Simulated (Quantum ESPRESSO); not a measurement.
**KF (Carobbiite): phonon frequency against volume, with a fit**

Wanted: a fit of frequency against volume for KF (Carobbiite), tested on a run that is left out of it.

Calculated with Quantum ESPRESSO 7.5; DFT LDA, scalar-relativistic, plane waves, JTH PAW pseudopotentials.

## 1. Set-up

It takes space group Fm-3m (No. 225, cubic). Conventional cell: a = 5.175 Å, b = 5.175 Å, c = 5.175 Å, α = 90.00°, β = 90.00°, γ = 90.00°. K has 6 F at 2.59 Å nearest. Nearest to F lie 6 K at 2.59 Å. Farther neighbours and most contacts between anions are not listed.

Coordinates:

```cif
data_structure
_symmetry_space_group_name_H-M 'Fm-3m'
_symmetry_Int_Tables_number 225
_cell_length_a 5.1749
_cell_length_b 5.1749
_cell_length_c 5.1749
_cell_angle_alpha 90.000
_cell_angle_beta 90.000
_cell_angle_gamma 90.000
_cell_volume 138.58
loop_
_atom_site_label
_atom_site_type_symbol
_atom_site_symmetry_multiplicity
_atom_site_Wyckoff_symbol
_atom_site_fract_x
_atom_site_fract_y
_atom_site_fract_z
_atom_site_occupancy
K1 K 4 a 0.00000 0.00000 0.00000 1
F1 F 4 b 0.00000 0.50000 0.00000 1
```

This is the cell after its relaxation at this level of theory, not the database cell from which that began.

## 2. Runs at several volumes

The relaxed cell is scaled uniformly; in this structure symmetry fixes all atoms, so nothing has to be relaxed anew. Each volume gets a ground state and a response at Γ. The mode followed is the highest one without the macroscopic field, of symmetry T1u; longitudinal polar modes lie higher. Cutoff 60 Ry, k mesh 8×8×8.

From the response at V/V₀ = 0.94:

The log of the run:

```text
[banners, grids, parts of the stress and lines that vanish by symmetry left out]
Program PHONON v.7.5
     Reading xml data from directory:

[...]
Exchange-correlation= PW
                           (   1   4   0   0   0   0   0)
[...]
kinetic-energy cut-off    =      60.0000  Ry
     charge density cut-off    =     480.0000  Ry
     convergence threshold     =      1.0E-18
[...]
Exchange-correlation= PW
                           (   1   4   0   0   0   0   0)
[...]
q = (   0.0000000   0.0000000   0.0000000 )
     49 Sym.Ops. (with q -> -q+G )
     G cutoff = 1115.7693  (  39189 G-vectors)     FFT grid: ( 48, 48, 48)
     G cutoff =  557.8846  (  13803 G-vectors)  smooth grid: ( 36, 36, 36)
     number of k points=    29
[...]
Mode symmetry, O_h (m-3m)  point group:
[...]
Dielectric constant
[...]
End of electric fields calculation
          Dielectric constant in cartesian axis
          (       2.134938156      -0.000000000      -0.000000000 )
          (      -0.000000000       2.134938156       0.000000000 )
          (      -0.000000000      -0.000000000       2.134938156 )
          Effective charges (d Force / dE) in cartesian axis without acoustic sum rule applied (asr)
           atom    1  K     Mean Z*:        1.15829
      Ex  (        1.15829        0.00000        0.00000 )
      Ey  (        0.00000        1.15829       -0.00000 )
      Ez  (        0.00000       -0.00000        1.15829 )
           atom    2  F     Mean Z*:       -1.15366
      Ex  (       -1.15366       -0.00000       -0.00000 )
      Ey  (        0.00000       -1.15366        0.00000 )
      Ez  (       -0.00000        0.00000       -1.15366 )
          Effective charges Sum: Mean:        0.00462
[...]
Effective charges (d Force / dE) in cartesian axis with asr applied:
           atom    1  K     Mean Z*:        1.15598
[...]
atom    2  F     Mean Z*:       -1.15598
[...]
Representation #   1 modes #   1   2   3
[...]
End of self-consistent calculation
     Convergence has been achieved
     Representation #   2 modes #   4   5   6
[...]
End of self-consistent calculation
     Convergence has been achieved
[...]
Dielectric constant in cartesian axis
          (       2.134938156      -0.000000000      -0.000000000 )
          (      -0.000000000       2.134938156       0.000000000 )
          (      -0.000000000      -0.000000000       2.134938156 )
          Effective charges (d Force / dE) in cartesian axis without acoustic sum rule applied (asr)
           atom    1  K     Mean Z*:        1.15829
      Ex  (        1.15829        0.00000        0.00000 )
      Ey  (        0.00000        1.15829       -0.00000 )
      Ez  (        0.00000       -0.00000        1.15829 )
           atom    2  F     Mean Z*:       -1.15366
      Ex  (       -1.15366       -0.00000       -0.00000 )
      Ey  (        0.00000       -1.15366        0.00000 )
      Ez  (       -0.00000        0.00000       -1.15366 )
          Effective charges Sum: Mean:        0.00462
[...]
Effective charges (d Force / dE) in cartesian axis with asr applied:
           atom    1  K     Mean Z*:        1.15598
[...]
atom    2  F     Mean Z*:       -1.15598
[...]
q = (    0.000000000   0.000000000   0.000000000 )
[...]
freq (    1) =       0.056480 [THz] =       1.883959 [cm-1]
     freq (    2) =       0.056480 [THz] =       1.883959 [cm-1]
     freq (    3) =       0.056480 [THz] =       1.883959 [cm-1]
     freq (    4) =       7.334970 [THz] =     244.668267 [cm-1]
     freq (    5) =       7.334970 [THz] =     244.668267 [cm-1]
     freq (    6) =       7.334970 [THz] =     244.668267 [cm-1]
[...]
Mode symmetry, O_h (m-3m)  point group:
     freq (   1-   3) =          1.9  [cm-1]   --> T_1u G_15  G_4- I
     freq (   4-   6) =        244.7  [cm-1]   --> T_1u G_15  G_4- I

   JOB DONE.
```

One volume, V/V₀ = 1.03, is held back as a test.

```
V/V₀  volume (Å³/atom)  pressure (GPa)   ω (cm⁻¹)
0.94            16.284            2.72     244.67
0.97            16.803            1.01     227.81
   1            17.323           -0.41     211.73
1.03            17.843           -1.60  held back
1.06            18.362           -2.58     181.63
```

## 3. The fit

The mode Grüneisen parameter is γ = −d ln ω / d ln V.

```
ln(V/V₀)    ln ω
 -0.0619  5.4999
 -0.0305  5.4285
  0.0000  5.3553
  0.0583  5.2020
```

A straight line through these points has the slope -2.488, so γ = 2.49; at V/V₀ = 1.03 it predicts ω = exp(5.3502 − 0.0736) = 195.72 cm⁻¹.

A parabola of pressure against ln V through V/V₀ = 0.97, 1 and 1.03 gives the bulk modulus B = −dP/d ln V = 43 GPa at V₀. With ω₀ from the fitted line the pressure coefficient follows as dω/dP = γ ω₀ / B = 2.49 × 210.7 / 43 = 12.1 cm⁻¹/GPa.

## 4. The run that was held back

The log of the run:

```text
[banners, grids, parts of the stress and lines that vanish by symmetry left out]
[banner, memory and clock lines left out]
Program PHONON v.7.5

[...]
Exchange-correlation= PW
                           (   1   4   0   0   0   0   0)
[...]
kinetic-energy cut-off    =      60.0000  Ry
     charge density cut-off    =     480.0000  Ry
     convergence threshold     =      1.0E-18
[...]
Exchange-correlation= PW
                           (   1   4   0   0   0   0   0)
[...]
q = (   0.0000000   0.0000000   0.0000000 )
     49 Sym.Ops. (with q -> -q+G )
     G cutoff = 1185.8980  (  42735 G-vectors)     FFT grid: ( 50, 50, 50)
     G cutoff =  592.9490  (  15089 G-vectors)  smooth grid: ( 36, 36, 36)
     number of k points=    29
[...]
Mode symmetry, O_h (m-3m)  point group:
[...]
Dielectric constant
[...]
End of electric fields calculation
          Dielectric constant in cartesian axis
          (       2.067192540      -0.000000000      -0.000000000 )
          (      -0.000000000       2.067192540       0.000000000 )
          (      -0.000000000       0.000000000       2.067192540 )
          Effective charges (d Force / dE) in cartesian axis without acoustic sum rule applied (asr)
           atom    1  K     Mean Z*:        1.14327
      Ex  (        1.14327       -0.00000        0.00000 )
      Ey  (       -0.00000        1.14327       -0.00000 )
      Ez  (        0.00000       -0.00000        1.14327 )
           atom    2  F     Mean Z*:       -1.13864
      Ex  (       -1.13864        0.00000        0.00000 )
[...]
Representation #   1 modes #   1   2   3
[...]
End of self-consistent calculation
     Convergence has been achieved
     Representation #   2 modes #   4   5   6
[...]
End of self-consistent calculation
     Convergence has been achieved
[...]
Dielectric constant in cartesian axis
          (       2.067192540      -0.000000000      -0.000000000 )
          (      -0.000000000       2.067192540       0.000000000 )
          (      -0.000000000       0.000000000       2.067192540 )
          Effective charges (d Force / dE) in cartesian axis without acoustic sum rule applied (asr)
           atom    1  K     Mean Z*:        1.14327
      Ex  (        1.14327       -0.00000        0.00000 )
      Ey  (       -0.00000        1.14327       -0.00000 )
      Ez  (        0.00000       -0.00000        1.14327 )
           atom    2  F     Mean Z*:       -1.13864
      Ex  (       -1.13864        0.00000        0.00000 )
      Ey  (        0.00000       -1.13864       -0.00000 )
      Ez  (        0.00000       -0.00000       -1.13864 )
          Effective charges Sum: Mean:        0.00464
[...]
Effective charges (d Force / dE) in cartesian axis with asr applied:
           atom    1  K     Mean Z*:        1.14095
[...]
atom    2  F     Mean Z*:       -1.14095
[...]
q = (    0.000000000   0.000000000   0.000000000 )
[...]
freq (    1) =       0.046502 [THz] =       1.551139 [cm-1]
     freq (    2) =       0.046502 [THz] =       1.551139 [cm-1]
     freq (    3) =       0.046502 [THz] =       1.551139 [cm-1]
     freq (    4) =       5.886635 [THz] =     196.357019 [cm-1]
     freq (    5) =       5.886635 [THz] =     196.357019 [cm-1]
     freq (    6) =       5.886635 [THz] =     196.357019 [cm-1]
[...]
Mode symmetry, O_h (m-3m)  point group:
     freq (   1-   3) =          1.6  [cm-1]   --> T_1u G_15  G_4- I
     freq (   4-   6) =        196.4  [cm-1]   --> T_1u G_15  G_4- I
```

It gives 196.36 cm⁻¹ against the predicted 195.72 cm⁻¹, a miss of 0.6 cm⁻¹.

## 5. Summary of results

| Property | Result |
| --- | --- |
| mode Grüneisen parameter | 2.488 |
| bulk modulus | 43.4 GPa |
| pressure coefficient | 12.1 cm⁻¹/GPa |

What this shows: The highest optical mode of KF (Carobbiite) without the LO-TO term stiffens by 12.1 cm⁻¹ a GPa near the relaxed volume, with γ = 2.49. The power law meets all 5 runs within 0.51 %; between neighbouring volumes γ runs from 2.27 to 2.72. Such a coefficient turns a measured shift of this mode into a hydrostatic stress; uniaxial or biaxial stress splits the mode and needs deformation potentials. These are harmonic values at zero temperature for the structure held cubic, which a run at Γ can't show to be stable; the bulk modulus rests on three points.

[Host names and launcher messages were left out of these logs when they were recorded.]

[Logs are printed without paths, hosts, clocks, repeated set-up lines and the standing remarks that a program may print on its own settings, such as how far it seeks lower states.]

[Hosts, paths, dates, database ids (printed as entryN), source tags and the programs' standing remarks are cut or masked in the printed files.]
